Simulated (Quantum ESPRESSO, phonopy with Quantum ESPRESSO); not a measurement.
# NaI (Fm-3m): a volume series of phonon spectra, part 5 of 8

Which modes of NaI drive its thermal expansion?

Experimental results on record:
- volume expansion coefficient 135 1e-6/K near room temperature (given in “Descriptors for thermal expansion in solids”, 2017, arXiv:1701.03966)

Quantum ESPRESSO 7.5; DFT LDA, scalar-relativistic, plane waves, GBRV ultrasoft pseudopotentials.

So far. Step 4 (Self-consistent run): On a basis chosen for the relaxed cell the pressure is -0.002 GPa, small enough for phonons. Step 5 (Born charges and dielectric tensor): The Born charges sum to zero within 0.014 e; the rest is removed before use. Acoustic frequencies in this log differ from zero by the error of the sum rule, which ph.x does not impose.

## (6) Forces on a displaced cell

One atom (for the harmonic constants) or a pair of atoms (for the cubic ones) is moved by a few hundredths of an ångström; the forces on all atoms give a column of force constants. The threshold is tight because the forces are small.

System of this step: NaI. The structure is orthorhombic, space group Imm2 (No. 44). The conventional cell has a = 8.857 Å, b = 12.526 Å, c = 8.857 Å, α = 90.00°, β = 90.00°, γ = 90.00°. Na has 6 I at 3.13 Å nearest. Na has 6 I at 3.13 to 3.15 Å nearest. Nearest to Na lie 6 I at 3.12 to 3.13 Å. I has 6 Na at 3.12 to 3.15 Å nearest. Nearest to I lie 6 Na at 3.13 Å. Farther neighbours and most contacts between anions are not listed.

The input, disp-00002.in:

```
&control
   calculation = 'scf'
   prefix = 'x'
   outdir = './tmp'
   pseudo_dir = './pseudo'
   tprnfor = .true.
   disk_io = 'none'
/
&system
   ibrav = 0
   nat = 16
   ntyp = 2
   ecutwfc = 45.0
   ecutrho = 270.0
   occupations = 'fixed'
   nbnd = 66
/
&electrons
   conv_thr = 1.0d-11
   mixing_beta = 0.7
   electron_maxstep = 100
/
ATOMIC_SPECIES
 Na     22.9898  Na.upf
 I     126.9045  I.upf
CELL_PARAMETERS angstrom
     0.000000000    6.262919566    6.262919566
     6.262919566    0.000000000    6.262919566
     6.262919566    6.262919566    0.000000000
ATOMIC_POSITIONS crystal
 Na     0.000000000   0.000000000   0.000000000
 Na     0.500000000   0.000000000   0.000000000
 Na     0.000000000   0.500000000   0.000000000
 Na     0.500000000   0.500000000   0.000000000
 Na     0.000000000   0.000000000   0.500000000
 Na     0.500000000   0.000000000   0.500000000
 Na     0.000000000   0.500000000   0.500000000
 Na     0.500000000   0.500000000   0.500000000
 I      0.252258074   0.250000000   0.250000000
 I      0.750000000   0.250000000   0.250000000
 I      0.250000000   0.750000000   0.250000000
 I      0.750000000   0.750000000   0.250000000
 I      0.250000000   0.250000000   0.750000000
 I      0.750000000   0.250000000   0.750000000
 I      0.250000000   0.750000000   0.750000000
 I      0.750000000   0.750000000   0.750000000
K_POINTS automatic
 3 3 3 0 0 0
```

Started as:

```console
> OMP_NUM_THREADS=1 mpirun -n 4 pw.x -nk 4 -in disp-00002.in > disp-00002.out
```

The program printed:

```text
[banner, memory and clock lines left out]
Program PWSCF v.7.5

     Message from routine setup:
     using ibrav=0 with symmetry is DISCOURAGED, use correct ibrav instead

     G-vector sticks info

     bravais-lattice index     =            0
     lattice parameter (alat)  =      16.7375  a.u.
     unit-cell volume          =    3315.5616 (a.u.)^3
     number of atoms/cell      =           16
     number of atomic types    =            2
     number of electrons       =       128.00
     number of Kohn-Sham states=           66
     kinetic-energy cutoff     =      45.0000  Ry
     charge density cutoff     =     270.0000  Ry
     scf convergence threshold =      1.0E-11
     mixing beta               =       0.7000
     number of iterations used =            8  plain     mixing
     Exchange-correlation= SLA  PZ   NOGX NOGC
                           (   1   1   0   0   0   0   0)

     celldm(1)=  16.737504  celldm(2)=   0.000000  celldm(3)=   0.000000
     celldm(4)=   0.000000  celldm(5)=   0.000000  celldm(6)=   0.000000

     crystal axes: (cart. coord. in units of alat)
               a(1) = (   0.000000   0.707107   0.707107 )
               a(2) = (   0.707107   0.000000   0.707107 )
               a(3) = (   0.707107   0.707107   0.000000 )

     reciprocal axes: (cart. coord. in units 2 pi/alat)
               b(1) = ( -0.707107  0.707107  0.707107 )
               b(2) = (  0.707107 -0.707107  0.707107 )
               b(3) = (  0.707107  0.707107 -0.707107 )

     PseudoPot. # 1 for Na read from file:
     ./pseudo/Na.upf
     Pseudo is Ultrasoft, Zval =  9.0
     Using radial grid of  819 points,  5 beta functions with:
                l(1) =   0
                l(2) =   0
                l(3) =   1
                l(4) =   1
                l(5) =   2
     Q(r) pseudized with  8 coefficients,  rinner =    1.250   1.250   1.250
                                                       1.250   1.250

     PseudoPot. # 2 for I  read from file:
     ./pseudo/I.upf
     Pseudo is Ultrasoft + core correction, Zval =  7.0
     Using radial grid of  893 points,  6 beta functions with:
                l(1) =   0
                l(2) =   0
                l(3) =   1
                l(4) =   1
                l(5) =   2
                l(6) =   2
     Q(r) pseudized with  8 coefficients,  rinner =    1.500   1.500   1.500
                                                       1.500   1.500

     atomic species   valence    mass     pseudopotential
     Na                9.00    22.98980     Na( 1.00)
     I                 7.00   126.90450     I ( 1.00)

      4 Sym. Ops. (no inversion) found ( 2 have fractional translation)

   Cartesian axes

     site n.     atom                  positions (alat units)
         1        Na     tau(   1) = (   0.0000000   0.0000000   0.0000000  )
         2        Na     tau(   2) = (   0.0000000   0.3535534   0.3535534  )
         3        Na     tau(   3) = (   0.3535534   0.0000000   0.3535534  )
         4        Na     tau(   4) = (   0.3535534   0.3535534   0.7071068  )
         5        Na     tau(   5) = (   0.3535534   0.3535534   0.0000000  )
         6        Na     tau(   6) = (   0.3535534   0.7071068   0.3535534  )
         7        Na     tau(   7) = (   0.7071068   0.3535534   0.3535534  )
         8        Na     tau(   8) = (   0.7071068   0.7071068   0.7071068  )
         9        I      tau(   9) = (   0.3535534   0.3551501   0.3551501  )
        10        I      tau(  10) = (   0.3535534   0.7071068   0.7071068  )
        11        I      tau(  11) = (   0.7071068   0.3535534   0.7071068  )
        12        I      tau(  12) = (   0.7071068   0.7071068   1.0606602  )
        13        I      tau(  13) = (   0.7071068   0.7071068   0.3535534  )
        14        I      tau(  14) = (   0.7071068   1.0606602   0.7071068  )
        15        I      tau(  15) = (   1.0606602   0.7071068   0.7071068  )
        16        I      tau(  16) = (   1.0606602   1.0606602   1.0606602  )

     number of k points=     8
                       cart. coord. in units 2pi/alat
        k(    1) = (   0.0000000   0.0000000   0.0000000), wk =   0.0740741
        k(    2) = (   0.2357023   0.2357023  -0.2357023), wk =   0.2962963
        k(    3) = (   0.4714045   0.0000000  -0.0000000), wk =   0.1481481
        k(    4) = (  -0.0000000  -0.4714045   0.4714045), wk =   0.1481481
        k(    5) = (   0.2357023   0.2357023   0.2357023), wk =   0.2962963
        k(    6) = (  -0.0000000   0.4714045   0.0000000), wk =   0.2962963
        k(    7) = (  -0.4714045  -0.0000000  -0.4714045), wk =   0.5925926
        k(    8) = (   0.0000000   0.4714045   0.4714045), wk =   0.1481481

     Dense  grid:   248369 G-vectors     FFT dimensions: (  90,  90,  90)

     Smooth grid:   135203 G-vectors     FFT dimensions: (  72,  72,  72)

     Check: negative core charge=   -0.000002

     Initial potential from superposition of free atoms

     starting charge     127.9551, renormalised to     128.0000
     Starting wfcs are   72 randomized atomic wfcs

     per-process dynamical memory:   228.8 Mb

     Self-consistent Calculation

     iteration #  1     ecut=    45.00 Ry     beta= 0.70
     Davidson diagonalization with overlap
     ethr =  1.00E-02,  avg # of iterations =  3.1

     Threshold (ethr) on eigenvalues was too large:
     Diagonalizing with lowered threshold

     Davidson diagonalization with overlap
     ethr =  1.14E-04,  avg # of iterations =  4.1

     total energy              =   -1280.05045525 Ry
     estimated scf accuracy    <       0.11907080 Ry

     iteration #  2     ecut=    45.00 Ry     beta= 0.70
     Davidson diagonalization with overlap
     ethr =  9.30E-05,  avg # of iterations =  2.0

     total energy              =   -1280.08058507 Ry
     estimated scf accuracy    <       0.01420438 Ry

     iteration #  3     ecut=    45.00 Ry     beta= 0.70
     Davidson diagonalization with overlap
     ethr =  1.11E-05,  avg # of iterations =  2.9

     total energy              =   -1280.08321581 Ry
     estimated scf accuracy    <       0.00047219 Ry

     iteration #  4     ecut=    45.00 Ry     beta= 0.70
     Davidson diagonalization with overlap
     ethr =  3.69E-07,  avg # of iterations =  5.8

     total energy              =   -1280.08342031 Ry
     estimated scf accuracy    <       0.00011029 Ry

     iteration #  5     ecut=    45.00 Ry     beta= 0.70
     Davidson diagonalization with overlap
     ethr =  8.62E-08,  avg # of iterations =  3.2

     total energy              =   -1280.08343845 Ry
     estimated scf accuracy    <       0.00001355 Ry

     iteration #  6     ecut=    45.00 Ry     beta= 0.70
     Davidson diagonalization with overlap
     ethr =  1.06E-08,  avg # of iterations =  4.4

     total energy              =   -1280.08344340 Ry
     estimated scf accuracy    <       0.00000089 Ry

     iteration #  7     ecut=    45.00 Ry     beta= 0.70
     Davidson diagonalization with overlap
     ethr =  6.97E-10,  avg # of iterations =  4.6

     total energy              =   -1280.08344407 Ry
     estimated scf accuracy    <       0.00000027 Ry

     iteration #  8     ecut=    45.00 Ry     beta= 0.70
     Davidson diagonalization with overlap
     ethr =  2.10E-10,  avg # of iterations =  2.2

     total energy              =   -1280.08344412 Ry
     estimated scf accuracy    <       0.00000001 Ry

     iteration #  9     ecut=    45.00 Ry     beta= 0.70
     Davidson diagonalization with overlap
     ethr =  8.42E-12,  avg # of iterations =  6.5

     total energy              =   -1280.08344413 Ry
     estimated scf accuracy    <          9.7E-10 Ry

     iteration # 10     ecut=    45.00 Ry     beta= 0.70
     Davidson diagonalization with overlap
     ethr =  7.59E-13,  avg # of iterations =  3.6

     total energy              =   -1280.08344413 Ry
     estimated scf accuracy    <          1.5E-10 Ry

     iteration # 11     ecut=    45.00 Ry     beta= 0.70
     Davidson diagonalization with overlap
     ethr =  1.19E-13,  avg # of iterations =  4.5

     End of self-consistent calculation

          k = 0.0000 0.0000 0.0000 ( 16865 PWs)   bands (ev):

   -47.5207 -47.5206 -47.5160 -47.5160 -47.5160 -47.5159 -47.5113 -47.5112
   -20.0321 -20.0313 -20.0313 -20.0309 -20.0289 -20.0271 -20.0264 -20.0261
   -20.0250 -20.0246 -20.0235 -20.0235 -20.0232 -20.0225 -20.0217 -20.0216
   -20.0208 -20.0208 -20.0192 -20.0179 -20.0179 -20.0179 -20.0174 -20.0166
    -9.1088  -8.6886  -8.6886  -8.6886  -8.6885  -8.5904  -8.5904  -8.5904
    -0.3252  -0.3252  -0.3252  -0.3252  -0.0021  -0.0021  -0.0021   1.3898
     1.3898   1.3898   1.3899   1.3899   1.3899   1.9424   1.9424   1.9424
     1.9424   1.9424   1.9424   1.9425   1.9425   2.2977   2.2977   2.2977
     5.9049   6.6260

          k = 0.2357 0.2357-0.2357 ( 16916 PWs)   bands (ev):

   -47.5207 -47.5206 -47.5160 -47.5160 -47.5160 -47.5159 -47.5113 -47.5112
   -20.0307 -20.0303 -20.0303 -20.0295 -20.0289 -20.0273 -20.0265 -20.0263
   -20.0247 -20.0240 -20.0234 -20.0233 -20.0233 -20.0232 -20.0227 -20.0220
   -20.0216 -20.0211 -20.0193 -20.0183 -20.0181 -20.0181 -20.0181 -20.0175
    -9.0115  -8.8020  -8.6661  -8.6653  -8.6646  -8.6170  -8.6163  -8.6156
    -0.0943  -0.0931  -0.0919   0.1508   0.1516   0.1524   0.1729   1.1043
     1.1085   1.1127   1.3983   1.4577   1.4613   1.4651   1.5134   1.5135
     1.5136   1.7879   1.7880   1.7880   2.0246   2.0246   2.2016   2.2017
     6.7968   7.1960

          k = 0.4714 0.0000-0.0000 ( 16897 PWs)   bands (ev):

[...]
7.1448   7.2762

          k =-0.0000-0.4714 0.4714 ( 16912 PWs)   bands (ev):

[...]
7.7687   7.8007

          k = 0.2357 0.2357 0.2357 ( 16916 PWs)   bands (ev):

[...]
6.7968   7.1962

          k =-0.0000 0.4714 0.0000 ( 16897 PWs)   bands (ev):

[...]
7.1448   7.2763

          k =-0.4714-0.0000-0.4714 ( 16912 PWs)   bands (ev):

[...]
7.7687   7.8005

          k = 0.0000 0.4714 0.4714 ( 16912 PWs)   bands (ev):

   -47.5207 -47.5206 -47.5160 -47.5160 -47.5159 -47.5159 -47.5113 -47.5112
   -20.0309 -20.0293 -20.0290 -20.0288 -20.0279 -20.0262 -20.0259 -20.0256
   -20.0252 -20.0243 -20.0243 -20.0242 -20.0241 -20.0235 -20.0227 -20.0220
   -20.0216 -20.0211 -20.0205 -20.0191 -20.0187 -20.0185 -20.0184 -20.0168
    -8.8778  -8.8127  -8.8127  -8.6769  -8.6769  -8.6065  -8.6058  -8.6051
     0.2124   0.2125   0.2632   0.2634   0.3914   0.5158   0.5161   0.5297
     0.7630   0.8572   0.8572   1.1676   1.1676   1.4943   1.4944   1.6624
     1.6629   1.6750   1.7027   1.7787   1.7788   1.8319   1.8319   2.1478
     7.7687   7.8010

     highest occupied, lowest unoccupied level (ev):     2.2977    5.9049

!    total energy              =   -1280.08344413 Ry
     estimated scf accuracy    <          1.6E-12 Ry

     The total energy is the sum of the following terms:
     one-electron contribution =    -658.28157875 Ry
     hartree contribution      =     365.77862479 Ry
     xc contribution           =    -491.88224540 Ry
     ewald contribution        =    -495.69824477 Ry

     convergence has been achieved in  11 iterations

     Forces acting on atoms (cartesian axes, Ry/au):

     atom    1 type  1   force =     0.00000050   -0.00000269   -0.00000269
     atom    2 type  1   force =     0.00000165   -0.00000201   -0.00000201
     atom    3 type  1   force =    -0.00000000    0.00033602   -0.00000082
     atom    4 type  1   force =     0.00000000   -0.00000339    0.00036156
     atom    5 type  1   force =     0.00000000   -0.00000082    0.00033602
     atom    6 type  1   force =     0.00000000    0.00036156   -0.00000339
     atom    7 type  1   force =    -0.00000165   -0.00000201   -0.00000201
     atom    8 type  1   force =    -0.00000050   -0.00000269   -0.00000269
     atom    9 type  2   force =     0.00000000   -0.00110976   -0.00110976
     atom   10 type  2   force =    -0.00000000    0.00025188    0.00025188
     atom   11 type  2   force =     0.00014302   -0.00000777    0.00010878
     atom   12 type  2   force =    -0.00014302    0.00010878   -0.00000777
     atom   13 type  2   force =     0.00014302    0.00010878   -0.00000777
     atom   14 type  2   force =    -0.00014302   -0.00000777    0.00010878
     atom   15 type  2   force =    -0.00000000   -0.00003424   -0.00003424
     atom   16 type  2   force =    -0.00000000    0.00000614    0.00000614

     Total force =     0.001791     Total SCF correction =     0.000001
     Message from routine punch:
     Nothing written, as per user request (disk_io='none')
```

Run time: 3.3 min. Hardware: 4 MPI ranks of Arm Neoverse N1, shared host.

At this level the gap is 3.61 eV on the k-mesh of the self-consistent run, which can miss the band edges.

## (7) A displaced supercell

One atom (for the harmonic constants) or a pair of atoms (for the cubic ones) is moved by a few hundredths of an ångström; the forces on all atoms give a column of force constants. The threshold is tight because the forces are small.

disp-00001.in, as its differences from disp-00002.in of step 6:

```diff
@@ -30,3 +30,3 @@
 ATOMIC_POSITIONS crystal
- Na     0.000000000   0.000000000   0.000000000
+ Na     0.002258074   0.000000000   0.000000000
  Na     0.500000000   0.000000000   0.000000000
@@ -38,3 +38,3 @@
  Na     0.500000000   0.500000000   0.500000000
- I      0.252258074   0.250000000   0.250000000
+ I      0.250000000   0.250000000   0.250000000
  I      0.750000000   0.250000000   0.250000000
```

Started as:

```console
> OMP_NUM_THREADS=1 mpirun -n 4 pw.x -nk 4 -in disp-00001.in > disp-00001.out
```

The program printed:

```text
[banner, memory and clock lines left out]
Program PWSCF v.7.5

     Message from routine setup:
     using ibrav=0 with symmetry is DISCOURAGED, use correct ibrav instead

     G-vector sticks info

     bravais-lattice index     =            0
     lattice parameter (alat)  =      16.7375  a.u.
     unit-cell volume          =    3315.5616 (a.u.)^3
     number of atoms/cell      =           16
     number of atomic types    =            2
     number of electrons       =       128.00
[...]
atom    1 type  1   force =     0.00000000   -0.00086929   -0.00086929
     atom    2 type  1   force =    -0.00000000    0.00014752    0.00014752
     atom    3 type  1   force =     0.00013144   -0.00000470    0.00001605
[...]
atom   15 type  2   force =     0.00000194   -0.00000239   -0.00000239
     atom   16 type  2   force =     0.00000011   -0.00000288   -0.00000288

     Total force =     0.001474     Total SCF correction =     0.000004
     Message from routine punch:
     Nothing written, as per user request (disk_io='none')
[key lines of the parts left out:]
!    total energy              =   -1280.08345688 Ry
convergence has been achieved in  11 iterations
```

Elapsed: 3.5 min, on 4 MPI ranks; 14 min of CPU time.

## (8) Lattice dynamics at this volume, V/V0 1

This step: DFT LDA, scalar-relativistic, plane waves, GBRV ultrasoft pseudopotentials (phonopy with Quantum ESPRESSO 4.10.0 / 7.5).

Wall time 3.5 min (8 threads); 27 min of CPU time.

Numbers from this step:

```yaml
point_group: m-3m
highest_frequency: 181.3 cm⁻¹
debye_temperature_from_the_second_moment: 202 K
lowest_frequency_on_the_path: 0 cm⁻¹
zero_point_energy: 0.03642 eV/cell
gamma_frequencies: 0, 0, 0, 131.7, 131.7, 131.7 cm⁻¹ (negative: imaginary)
```

Phonopy, LO-TO term from ph.x's tensors. Phonon branches along the path, in cm⁻¹:

```csv
point,branch 1,branch 2,branch 3,branch 4,branch 5,branch 6
Γ,0,0,0,132,132,181
halfway,29,29,72,139,139,157
X,37,37,56,136,136,142
halfway,39,46,55,134,139,143
U,46,52,62,130,145,146
jump to K,46,52,62,130,145,146
halfway,33,52,67,121,142,172
Γ,0,0,0,132,132,181
halfway,40,40,57,129,129,181
L,57,57,81,126,126,181
halfway,53,54,72,127,136,165
W,48,48,66,133,143,143
halfway,40,53,54,135,139,144
X,37,37,56,136,136,142
```

The phonon branches as a text plot (rows in cm⁻¹):

```
    178 |****                    ********************
    170 |                     ***                    *
    162 |    *              **                        *
    155 |     **           *                           *
    147 |       ***      *******                        ** **
    140 |    ************       ***                    **********
    132 |****         *****        **********       *** ********
    125 |                  ***  *****        ***********
    117 |                     **
    110 |
    102 |
     94 |
     87 |
     79 |                                       *****
     72 |     *****        *****               *     ***
     64 |          **     *     *            **         *****
     57 |    *       *****  **** **         *   *******      ****
     49 |              *****    *            ***       ********
     42 |  **         ****  **** ****      **               *****
     34 |       *******         *        ***                   **
     26 |    ***                 ****
     19 | ***                      ***  ***
     11 | *                          *  *
      4 |*                            **
         Γ           X  U|K            Γ         L        W     X
```

Harmonic. Thermo, by row:

```csv
T (K),F_vib (meV/atom),S (J/mol-atom/K),C_V (J/mol-atom/K)
0,18.21,0,0
50,16.3,10,13.89
100,7.8,22.2,20.71
150,-6.12,31.07,22.86
200,-24.04,37.79,23.73
250,-45.05,43.13,24.15
300,-68.58,47.56,24.39
350,-94.23,51.33,24.53
400,-121.7,54.61,24.62
450,-150.8,57.51,24.69
500,-181.3,60.12,24.74
550,-213,62.48,24.77
600,-246,64.63,24.8
650,-280,66.62,24.82
700,-315,68.46,24.83
750,-350.9,70.17,24.85
800,-387.7,71.78,24.86
850,-425.3,73.28,24.87
900,-463.6,74.71,24.88
950,-502.7,76.05,24.88
1000,-542.5,77.33,24.89
```

Phonopy on the run's constants, 15x15x15 mesh, Gaussian sigma 2.0 cm⁻¹. Modes against wavenumber; read off at these points; values in 1/cm⁻¹/cell:

```csv
wavenumber (cm⁻¹),I,Na
-5.0,8.5e-6,0
0.0,1.5e-4,2.7e-5
5.0,8.3e-5,1.5e-5
10.0,0.00126,2.2e-4
15.0,0.00204,3.5e-4
20.0,0.00510,8.3e-4
25.0,0.00874,0.00135
30.0,0.0160,0.00237
35.0,0.0319,0.00482
40.0,0.0528,0.00775
45.0,0.0625,0.00806
50.0,0.0749,0.00774
55.0,0.109,0.00656
60.0,0.0357,0.00232
65.0,0.0368,0.00241
70.0,0.0603,0.00268
71.9,0.0672,0.00258
75.0,0.0469,0.00134
80.0,0.00775,1.5e-4
85.0,1.3e-4,0
90.0,0,0
95.0,0,0
100.0,0,0
105.0,0,0
110.0,0,0
115.0,1.5e-6,1.9e-4
120.0,3.7e-4,0.0164
125.0,0.00373,0.0747
127.8,0.00637,0.0881
130.0,0.00791,0.0857
135.0,0.0111,0.0836
138.2,0.0125,0.0843
140.0,0.0117,0.0775
145.0,0.00644,0.0450
150.0,0.00163,0.0217
155.0,0.00106,0.0248
160.0,7.3e-4,0.0242
165.0,6.3e-4,0.0222
170.0,9.6e-4,0.0280
175.0,0.00137,0.0278
180.0,0.00132,0.0195
185.0,5.0e-5,7.4e-4
190.0,0,0
```

No LO-TO term. Modes at Γ, with each element's share of the kinetic energy:

```csv
mode,frequency (cm⁻¹),symmetry,Na %,I %
1,0.0,T1u,15,85
2,0.0,T1u,15,85
3,0.0,T1u,15,85
4,131.7,T1u,85,15
5,131.7,T1u,85,15
6,131.7,T1u,85,15
```

Displacements in mode 6 (131.7 cm⁻¹), the largest set to 1:
```
Na1  1.00  0.00  0.00
I2  -0.18  0.00  0.00
```

No mode is imaginary beyond numerical noise along the path.

The time given is that of the 2 pw.x runs on displaced cells behind this step.

The supercell is 7.2 Å across at its narrowest and was not tested against a larger one: only its own wavevectors are exact, and acoustic branches between them, with the entropy at low temperature, can be off.

(Continued in part 6 of 8.)

[Logs are printed without paths, hosts, clocks, repeated set-up lines and the standing remarks that a program may print on its own settings, such as how far it seeks lower states.]

[Hosts, paths, dates, database ids (printed as entryN), source tags and the programs' standing remarks are cut or masked in the printed files.]

[A step with changed settings may run another functional than the one named; its input shows which.]

[Of the runs on displaced cells, only some may be shown.]
